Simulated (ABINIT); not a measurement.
## Beyond one shot: BN (P6_3/mmc)

Aim: iterate the self-energy on BN (P6_3/mmc) and follow the gap from cycle to cycle.

Calculated with ABINIT 10.8.3; PBE and many-body steps on it, plane waves.

Most raw output is cut from this account.

The database entry behind the starting cell differs from later determinations by our own check (about 0.3 % short, minor phase), so it need not match the best structure at ambient conditions.

### Step 1. The structure

It takes space group P6_3/mmc (No. 194, hexagonal). The conventional cell has a = 2.498 Å, b = 2.498 Å, c = 6.636 Å, α = 90.00°, β = 90.00°, γ = 120.00°. Nearest to B lie 3 N at 1.44 Å. Nearest to N lie 3 B at 1.44 Å. Farther neighbours and most contacts between anions are not listed.

Structure file:

```cif
data_structure
_symmetry_space_group_name_H-M 'P 1'
_symmetry_Int_Tables_number 1
_cell_length_a 2.4982
_cell_length_b 2.4982
_cell_length_c 6.6357
_cell_angle_alpha 90.000
_cell_angle_beta 90.000
_cell_angle_gamma 120.000
_cell_volume 35.87
loop_
_atom_site_label
_atom_site_type_symbol
_atom_site_fract_x
_atom_site_fract_y
_atom_site_fract_z
_atom_site_occupancy
B1 B 0.33333 0.66667 0.25000 1
B2 B 0.66667 0.33333 0.75000 1
N3 N 0.33333 0.66667 0.75000 1
N4 N 0.66667 0.33333 0.25000 1
```

The cell and positions come from the Crystallography Open Database and are kept as given unless a step says otherwise.

### Step 2. Empty states on the mesh, 3×3×2 mesh, 35 bands

This step: ABINIT 10.8.3; DFT, PBE, plane waves, norm-conserving pseudopotentials.

The sums over transitions need many empty states on a uniform mesh; this step solves for them.

File run.abi:

```
acell 3*1.0 Angstrom
rprim 
  2.498240000029 -0.000000000007 0.000000000000
  -1.249120000009 2.163539304779 0.000000000000
  0.000000000000 0.000000000000 6.635700000000
ntypat 2
znucl 5 7
natom 4
typat 1 1 2 2
xred 
  0.333333333333 0.666666666667 0.250000000000
  0.666666666667 0.333333333333 0.750000000000
  0.333333333333 0.666666666667 0.750000000000
  0.666666666667 0.333333333333 0.250000000000
pp_dirpath "pseudos"
pseudos "B.upf, N.upf"
ecut 36
ngkpt 3 3 2
nshiftk 1
shiftk 0 0 0
kptopt 1
chksymbreak 0
iscf -2
irdden 1
istwfk *1
nband 35
nbdbuf 4
tolwfr 1e-09
nstep 60
prtvol 0
indata_prefix "in"
outdata_prefix "out"
tmpdata_prefix "tmp"
```

On the command line:

```console
OMP_NUM_THREADS=1 mpirun -n 4 abinit run.abi > log
```

It took 5 s on 4 MPI ranks of Arm Neoverse V1, shared host; peak memory 0.24 GiB; 20 s of CPU time.

Numbers from this step:

* gap: 4.687 eV
* k of the valence top: 0.3333, 0.3333, 0.5
* k of the conduction bottom: 0.3333, 0.3333, 0.5
* least direct gap: 4.687 eV
* k points computed: 6
* lowest point of the top converged band, above the valence top: 35.26 eV

On this mesh the gap is 4.687 eV.

The density comes from a self-consistent run that is not shown.

### Step 3. Screening, 3×3×2 mesh, 31 bands, screening to 106.1 eV

The RPA dielectric matrix is built and inverted for each q.

This step: RPA screening on PBE, plane waves, norm-conserving pseudopotentials.

Edit run.abi of step 2 so:

```diff
@@ -22,10 +22,11 @@
 chksymbreak 0
-iscf -2
-irdden 1
 istwfk *1
-nband 35
-nbdbuf 4
-tolwfr 1e-09
-nstep 60
-prtvol 0
+occopt 1
+irdwfk 1
+optdriver 3
+nband 31
+ecuteps 3.9
+inclvkb 2
+awtr 1
+symchi 1
 indata_prefix "in"
```

It took 3.1 s on 4 MPI ranks; peak memory 0.35 GiB.

Numbers from this step:

* ε∞ with local fields, on this mesh, along the program's q direction: 4.768
* the same without local fields: 5.065
* plasma frequency: 24.80 eV
* plane waves in the screening matrix: 83

Local fields lower ε∞ by 6 %. On a Γ-centred mesh this coarse the value itself is usually too large, while a short band sum pulls it down.

### Step 4. G0W0

The self-energy is evaluated for the states that the input lists, and the levels follow from it, in one-shot runs by the linearised quasiparticle equation.

This step: G0W0 on PBE, plane waves, norm-conserving pseudopotentials.

Edit run.abi of step 3 so:

```diff
@@ -25,8 +25,17 @@
 irdwfk 1
-optdriver 3
+optdriver 4
 nband 31
+gwcalctyp 0
+ecutsigx 36
+symsigma 1
+nkptgw 2
+kptgw 
+  0.3333333333 0.3333333333 0.5000000000
+  0.0000000000 0.0000000000 0.0000000000
+bdgw 
+  7 10
+  7 10
 ecuteps 3.9
-inclvkb 2
-awtr 1
-symchi 1
+irdscr 1
+ppmodel 1
 indata_prefix "in"
```

Elapsed: 2.7 s, on 4 MPI ranks; peak memory 0.1 GiB; 10 s of CPU time.

Numbers from this step:

```yaml
g0w0_gap_on_the_points_computed: 5.946 eV
starting_gap_on_the_mesh: 4.687 eV
k_of_the_valence_top: 0.3333, 0.3333, 0.5
k_of_the_conduction_bottom: 0, 0, 0
z_at_the_valence_top: 0.819
z_at_the_conduction_bottom: 0.866
least_direct_g0w0_gap_on_the_computed_points: 6.273 eV
```

The gap on the mesh goes from 4.69 eV to 5.95 eV, a correction of +1.26 eV.

### Step 5. evGW0, cycle 1

This step: evGW0 on PBE, plane waves, norm-conserving pseudopotentials.

Edit run.abi of step 4 so:

```diff
@@ -27,12 +27,20 @@
 nband 31
-gwcalctyp 0
+gwcalctyp 10
 ecutsigx 36
 symsigma 1
-nkptgw 2
+nkptgw 6
 kptgw 
+  0.0000000000 0.0000000000 0.0000000000
+  0.3333333333 0.0000000000 0.0000000000
+  0.3333333333 0.3333333333 0.0000000000
+  0.0000000000 0.0000000000 0.5000000000
+  0.3333333333 0.0000000000 0.5000000000
   0.3333333333 0.3333333333 0.5000000000
-  0.0000000000 0.0000000000 0.0000000000
 bdgw 
-  7 10
-  7 10
+  1 14
+  1 14
+  1 14
+  1 14
+  1 14
+  1 14
 ecuteps 3.9
```

Elapsed: 6.9 s, on 4 MPI ranks; peak memory 0.56 GiB; 27 s of CPU time.

Numbers from this step:

* quasiparticle gap on the mesh: 6.034 eV
* gap of the density functional on the mesh: 4.687 eV
* k of the valence top: 0.3333, 0.3333, 0.5
* k of the conduction bottom: 0, 0, 0
* Z at the valence top: 0.819
* Z at the conduction bottom: 0.866
* least direct quasiparticle gap on the computed points: 6.556 eV

Against G0W0 in ABINIT (3×3×2 mesh, 31 bands, screening to 106.1 eV, Godby-Needs plasmon pole), the gap moves by +0.088 eV. This first cycle still uses the starting levels; it takes the full correction, at all points of the mesh, and its linearised value is 5.946 eV.

### Step 6. evGW0, cycle 2

The corrected levels of the last cycle go back in.

Edit run.abi of step 5 so:

```diff
@@ -48,2 +48,3 @@
 ppmodel 1
+irdqps 1
 indata_prefix "in"
```

Wall time 7 s (4 MPI ranks); peak memory 0.56 GiB; 28 s of CPU time.

This step gave:

```
quasiparticle gap on the mesh                         : 6.058 eV
gap of the density functional on the mesh             : 4.687 eV
k of the valence top                                  : 0.3333, 0.3333, 0.5
k of the conduction bottom                            : 0, 0, 0
least direct quasiparticle gap on the computed points : 6.475 eV
```

Against the cycle before, the gap moves by +0.024 eV.

### Step 7. evGW0, cycle 3

run.abi is that of step 6.

Elapsed: 7 s, on 4 MPI ranks; peak memory 0.56 GiB.

Numbers from this step:

* quasiparticle gap on the mesh: 6.048 eV
* gap of the density functional on the mesh: 4.687 eV
* k of the valence top: 0.3333, 0.3333, 0.5
* k of the conduction bottom: 0, 0, 0
* least direct quasiparticle gap on the computed points: 6.473 eV

Against the cycle before, the gap moves by −0.010 eV.

### Step 8. Screening, 3×3×2 mesh, 31 bands, screening to 106.1 eV

This step: RPA screening on PBE, plane waves, norm-conserving pseudopotentials.

File run.abi:

```
acell 3*1.0 Angstrom
rprim 
  2.498240000029 -0.000000000007 0.000000000000
  -1.249120000009 2.163539304779 0.000000000000
  0.000000000000 0.000000000000 6.635700000000
ntypat 2
znucl 5 7
natom 4
typat 1 1 2 2
xred 
  0.333333333333 0.666666666667 0.250000000000
  0.666666666667 0.333333333333 0.750000000000
  0.333333333333 0.666666666667 0.750000000000
  0.666666666667 0.333333333333 0.250000000000
pp_dirpath "pseudos"
pseudos "B.upf, N.upf"
ecut 36
ngkpt 3 3 2
nshiftk 1
shiftk 0 0 0
kptopt 1
chksymbreak 0
istwfk *1
occopt 1
irdwfk 1
optdriver 3
nband 31
ecuteps 3.9
inclvkb 2
awtr 1
symchi 1
gwcalctyp 10
mbpt_sciss 1.881 eV
nqptdm 1
qptdm 
  0 0 0
indata_prefix "in"
outdata_prefix "out"
tmpdata_prefix "tmp"
```

The job ended after 2.5 s (4 MPI ranks; peak memory 0.09 GiB).

Numbers from this step:

```
ε∞ with local fields, on this mesh, along the program's q direction : 4.043
the same without local fields                                       : 4.254
plasma frequency                                                    : 24.80 eV
plane waves in the screening matrix                                 : 83
```

This screening uses the functional's bands under a rigid shift, the mean opening of the cycle before.

### Step 9. Screening, 3×3×2 mesh, 31 bands, screening to 106.1 eV

This step: RPA screening on PBE from quasiparticle energies, plane waves, norm-conserving pseudopotentials.

Edit run.abi of step 8 so:

```diff
@@ -31,7 +31,11 @@
 symchi 1
+irdqps 1
 gwcalctyp 10
-mbpt_sciss 1.881 eV
-nqptdm 1
+nqptdm 5
 qptdm 
-  0 0 0
+  0.3333333333 0.0000000000 0.0000000000
+  0.3333333333 0.3333333333 0.0000000000
+  0.0000000000 0.0000000000 0.5000000000
+  0.3333333333 0.0000000000 0.5000000000
+  0.3333333333 0.3333333333 0.5000000000
 indata_prefix "in"
```

File mrgscr.stdin:

```
2
merged
q0_SCR
out_SCR
1
```

On the command line:

```console
OMP_NUM_THREADS=1 mpirun -n 4 abinit run.abi > log; mrgscr < mrgscr.stdin
```

It took 2.8 s on 4 MPI ranks; peak memory 0.09 GiB.

This step gave:

| Quantity | Value |
| --- | --- |
| plasma frequency | 24.80 eV |
| plane waves in the screening matrix | 83 |

This screening reads the quasiparticle levels of the cycle before.

### Step 10. evGW, cycle 1

This step: evGW on PBE, plane waves, norm-conserving pseudopotentials.

Edit run.abi of step 9 so:

```diff
@@ -25,12 +25,10 @@
 irdwfk 1
-optdriver 3
+optdriver 4
 nband 31
-ecuteps 3.9
-inclvkb 2
-awtr 1
-symchi 1
-irdqps 1
 gwcalctyp 10
-nqptdm 5
-qptdm 
+ecutsigx 36
+symsigma 1
+nkptgw 6
+kptgw 
+  0.0000000000 0.0000000000 0.0000000000
   0.3333333333 0.0000000000 0.0000000000
@@ -40,2 +38,13 @@
   0.3333333333 0.3333333333 0.5000000000
+bdgw 
+  1 14
+  1 14
+  1 14
+  1 14
+  1 14
+  1 14
+ecuteps 3.9
+irdscr 1
+ppmodel 1
+irdqps 1
 indata_prefix "in"
```

On the command line:

```console
OMP_NUM_THREADS=1 mpirun -n 4 abinit run.abi > log
```

It took 7 s on 4 MPI ranks; peak memory 0.56 GiB.

Numbers from this step:

- quasiparticle gap on the mesh: 6.393 eV
- gap of the density functional on the mesh: 4.687 eV
- k of the valence top: 0.3333, 0.3333, 0.5
- k of the conduction bottom: 0, 0, 0
- least direct quasiparticle gap on the computed points: 6.851 eV

Against G0W0 in ABINIT (3×3×2 mesh, 31 bands, screening to 106.1 eV, Godby-Needs plasmon pole), the gap moves by +0.447 eV.

### Step 11. Screening, 3×3×2 mesh, 31 bands, screening to 106.1 eV

This step: RPA screening on PBE, plane waves, norm-conserving pseudopotentials.

File run.abi:

```
acell 3*1.0 Angstrom
rprim 
  2.498240000029 -0.000000000007 0.000000000000
  -1.249120000009 2.163539304779 0.000000000000
  0.000000000000 0.000000000000 6.635700000000
ntypat 2
znucl 5 7
natom 4
typat 1 1 2 2
xred 
  0.333333333333 0.666666666667 0.250000000000
  0.666666666667 0.333333333333 0.750000000000
  0.333333333333 0.666666666667 0.750000000000
  0.666666666667 0.333333333333 0.250000000000
pp_dirpath "pseudos"
pseudos "B.upf, N.upf"
ecut 36
ngkpt 3 3 2
nshiftk 1
shiftk 0 0 0
kptopt 1
chksymbreak 0
istwfk *1
occopt 1
irdwfk 1
optdriver 3
nband 31
ecuteps 3.9
inclvkb 2
awtr 1
symchi 1
gwcalctyp 10
mbpt_sciss 2.273 eV
nqptdm 1
qptdm 
  0 0 0
indata_prefix "in"
outdata_prefix "out"
tmpdata_prefix "tmp"
```

It took 2.5 s on 4 MPI ranks; peak memory 0.1 GiB; 9.9 s of CPU time.

Numbers from this step:

| Quantity | Value |
| --- | --- |
| ε∞ with local fields, on this mesh, along the program's q direction | 3.931 |
| the same without local fields | 4.130 |
| plasma frequency | 24.80 eV |
| plane waves in the screening matrix | 83 |

This screening uses the functional's bands under a rigid shift, the mean opening of the cycle before.

### Step 12. Screening, 3×3×2 mesh, 31 bands, screening to 106.1 eV

This step: RPA screening on PBE from quasiparticle energies, plane waves, norm-conserving pseudopotentials.

Edit run.abi of step 11 so:

```diff
@@ -31,7 +31,11 @@
 symchi 1
+irdqps 1
 gwcalctyp 10
-mbpt_sciss 2.273 eV
-nqptdm 1
+nqptdm 5
 qptdm 
-  0 0 0
+  0.3333333333 0.0000000000 0.0000000000
+  0.3333333333 0.3333333333 0.0000000000
+  0.0000000000 0.0000000000 0.5000000000
+  0.3333333333 0.0000000000 0.5000000000
+  0.3333333333 0.3333333333 0.5000000000
 indata_prefix "in"
```

mrgscr.stdin is that of step 9.

On the command line:

```console
OMP_NUM_THREADS=1 mpirun -n 4 abinit run.abi > log; mrgscr < mrgscr.stdin
```

The job ended after 2.9 s (4 MPI ranks; peak memory 0.09 GiB; 11 s of CPU time).

This step gave:

* plasma frequency: 24.80 eV
* plane waves in the screening matrix: 83

This screening reads the quasiparticle levels of the cycle before.

### Step 13. evGW, cycle 2

This step: evGW on PBE, plane waves, norm-conserving pseudopotentials.

Edit run.abi of step 12 so:

```diff
@@ -25,12 +25,10 @@
 irdwfk 1
-optdriver 3
+optdriver 4
 nband 31
-ecuteps 3.9
-inclvkb 2
-awtr 1
-symchi 1
-irdqps 1
 gwcalctyp 10
-nqptdm 5
-qptdm 
+ecutsigx 36
+symsigma 1
+nkptgw 6
+kptgw 
+  0.0000000000 0.0000000000 0.0000000000
   0.3333333333 0.0000000000 0.0000000000
@@ -40,2 +38,13 @@
   0.3333333333 0.3333333333 0.5000000000
+bdgw 
+  1 14
+  1 14
+  1 14
+  1 14
+  1 14
+  1 14
+ecuteps 3.9
+irdscr 1
+ppmodel 1
+irdqps 1
 indata_prefix "in"
```

On the command line:

```console
OMP_NUM_THREADS=1 mpirun -n 4 abinit run.abi > log
```

It took 7 s on 4 MPI ranks; peak memory 0.56 GiB; 28 s of CPU time.

This step gave:

| Property | Result |
| --- | --- |
| quasiparticle gap on the mesh | 6.442 eV |
| gap of the density functional on the mesh | 4.687 eV |
| k of the valence top | 0.3333, 0.3333, 0.5 |
| k of the conduction bottom | 0, 0, 0 |
| least direct quasiparticle gap on the computed points | 6.902 eV |

Against the cycle before, the gap moves by +0.049 eV.

### Step 14. Screening, 3×3×2 mesh, 31 bands, screening to 106.1 eV

This step: RPA screening on PBE, plane waves, norm-conserving pseudopotentials.

File run.abi:

```
acell 3*1.0 Angstrom
rprim 
  2.498240000029 -0.000000000007 0.000000000000
  -1.249120000009 2.163539304779 0.000000000000
  0.000000000000 0.000000000000 6.635700000000
ntypat 2
znucl 5 7
natom 4
typat 1 1 2 2
xred 
  0.333333333333 0.666666666667 0.250000000000
  0.666666666667 0.333333333333 0.750000000000
  0.333333333333 0.666666666667 0.750000000000
  0.666666666667 0.333333333333 0.250000000000
pp_dirpath "pseudos"
pseudos "B.upf, N.upf"
ecut 36
ngkpt 3 3 2
nshiftk 1
shiftk 0 0 0
kptopt 1
chksymbreak 0
istwfk *1
occopt 1
irdwfk 1
optdriver 3
nband 31
ecuteps 3.9
inclvkb 2
awtr 1
symchi 1
gwcalctyp 10
mbpt_sciss 2.327 eV
nqptdm 1
qptdm 
  0 0 0
indata_prefix "in"
outdata_prefix "out"
tmpdata_prefix "tmp"
```

Wall time 2.6 s (4 MPI ranks); peak memory 0.09 GiB; 9.9 s of CPU time.

This step gave:

| Quantity | Value |
| --- | --- |
| ε∞ with local fields, on this mesh, along the program's q direction | 3.917 |
| the same without local fields | 4.114 |
| plasma frequency | 24.80 eV |
| plane waves in the screening matrix | 83 |

This screening uses the functional's bands under a rigid shift, the mean opening of the cycle before.

### Step 15. Screening, 3×3×2 mesh, 31 bands, screening to 106.1 eV

This step: RPA screening on PBE from quasiparticle energies, plane waves, norm-conserving pseudopotentials.

Edit run.abi of step 14 so:

```diff
@@ -31,7 +31,11 @@
 symchi 1
+irdqps 1
 gwcalctyp 10
-mbpt_sciss 2.327 eV
-nqptdm 1
+nqptdm 5
 qptdm 
-  0 0 0
+  0.3333333333 0.0000000000 0.0000000000
+  0.3333333333 0.3333333333 0.0000000000
+  0.0000000000 0.0000000000 0.5000000000
+  0.3333333333 0.0000000000 0.5000000000
+  0.3333333333 0.3333333333 0.5000000000
 indata_prefix "in"
```

mrgscr.stdin is that of step 12.

On the command line:

```console
OMP_NUM_THREADS=1 mpirun -n 4 abinit run.abi > log; mrgscr < mrgscr.stdin
```

Elapsed: 2.9 s, on 4 MPI ranks; peak memory 0.09 GiB; 11 s of CPU time.

This step gave:

| Property | Result |
| --- | --- |
| plasma frequency | 24.80 eV |
| plane waves in the screening matrix | 83 |

This screening reads the quasiparticle levels of the cycle before.

### Step 16. evGW, cycle 3

This step: evGW on PBE, plane waves, norm-conserving pseudopotentials.

Edit run.abi of step 15 so:

```diff
@@ -25,12 +25,10 @@
 irdwfk 1
-optdriver 3
+optdriver 4
 nband 31
-ecuteps 3.9
-inclvkb 2
-awtr 1
-symchi 1
-irdqps 1
 gwcalctyp 10
-nqptdm 5
-qptdm 
+ecutsigx 36
+symsigma 1
+nkptgw 6
+kptgw 
+  0.0000000000 0.0000000000 0.0000000000
   0.3333333333 0.0000000000 0.0000000000
@@ -40,2 +38,13 @@
   0.3333333333 0.3333333333 0.5000000000
+bdgw 
+  1 14
+  1 14
+  1 14
+  1 14
+  1 14
+  1 14
+ecuteps 3.9
+irdscr 1
+ppmodel 1
+irdqps 1
 indata_prefix "in"
```

On the command line:

```console
OMP_NUM_THREADS=1 mpirun -n 4 abinit run.abi > log
```

Run time: 7.2 s. Hardware: 4 MPI ranks; peak memory 0.56 GiB; 29 s of CPU time.

This step gave:

| Item | Value |
| --- | --- |
| quasiparticle gap on the mesh | 6.448 eV |
| gap of the density functional on the mesh | 4.687 eV |
| k of the valence top | 0.3333, 0.3333, 0.5 |
| k of the conduction bottom | 0, 0, 0 |
| least direct quasiparticle gap on the computed points | 6.909 eV |

Against the cycle before, the gap moves by +0.006 eV.

### Step 17. Side by side

Times are wall times on 4 MPI ranks of Arm Neoverse V1, shared host, good to a factor of about two. A run's time includes the screening step that it read.

| run | mesh | bands | screening cutoff (eV) | DFT gap (eV) | gap on the mesh (eV) | direct (eV) | ε∞ used | time |
| --- | --- | --- | --- | --- | --- | --- | --- | --- |
| G0W0 | 3×3×2 | 31 | 106.1 | 4.687 | 5.946 | 6.273 | 4.77 | 5.8 s |
| evGW0, cycle 1 | 3×3×2 | 31 | 106.1 | 4.687 | 6.034 | 6.556 | 4.77 | 10 s |
| evGW0, cycle 2 | 3×3×2 | 31 | 106.1 | 4.687 | 6.058 | 6.475 | 4.77 | 10 s |
| evGW0, cycle 3 | 3×3×2 | 31 | 106.1 | 4.687 | 6.048 | 6.473 | 4.77 | 10 s |
| evGW, cycle 1 | 3×3×2 | 31 | 106.1 | 4.687 | 6.393 | 6.851 | 4.04 | 12 s |
| evGW, cycle 2 | 3×3×2 | 31 | 106.1 | 4.687 | 6.442 | 6.902 | 3.93 | 12 s |
| evGW, cycle 3 | 3×3×2 | 31 | 106.1 | 4.687 | 6.448 | 6.909 | 3.92 | 13 s |

### Step 18. Outcome

- G0W0: 5.946 eV
- evGW0, cycle 1: 6.034 eV
- evGW0, cycle 2: 6.058 eV
- evGW0, cycle 3: 6.048 eV
- evGW, cycle 1: 6.393 eV
- evGW, cycle 2: 6.442 eV
- evGW, cycle 3: 6.448 eV
- known limits: not at the basis limit; coarse k mesh

In words: Only the bands that the input lists are updated; the others, empty or deep, keep the functional's energies or take a rigid shift. The evGW loop starts from the last levels of evGW0, so its cycles and time come on top of those. evGW0 ends at 6.05 eV, +0.10 eV from G0W0, after 3 cycles that took 21 s beside the first screening; the last moved the gap by 0.010 eV. evGW ends at 6.45 eV, +0.50 eV from G0W0, after 3 cycles that took 37 s beside the first screening; the last moved the gap by 0.006 eV. Bands and cutoff are finite, so the gap is not at the basis limit. The miss can reach some tenths of an eV and take either sign; the mesh is an error of its own. A denser mesh or path gives a starting gap of 4.30 eV: the GW mesh misses a band edge, so its gaps are not the fundamental one. The 3×3×2 mesh is coarse for this cell, which bears on the long-range parts of exchange and screening. In the updated screening the q = 0 part is built from Kohn-Sham bands under a rigid shift, the other q from the quasiparticle levels.

[Paths, hosts, dates, memory and timing lines, banners, echoed tables and standing remarks are left out of the program output.]

[Logs are printed without paths, hosts, clocks, repeated set-up lines and the standing remarks that a program may print on its own settings, such as how far it seeks lower states.]

[Runs of the session that timed out or met a known fault of the program may be left out.]

[Hosts, paths, dates, database ids (printed as entryN), source tags and the programs' standing remarks are cut or masked in the printed files.]

[G0W0 gaps are taken among the corrected bands and points alone; a level outside them can change the order at an edge.]

[Where Ansatz stands beside ABINIT at settings called matched, ABINIT's density can come from a denser mesh and the files from another edition; pairs whose starting gaps differed by over 0.03 eV were left out, so agreement reads better than it is.]
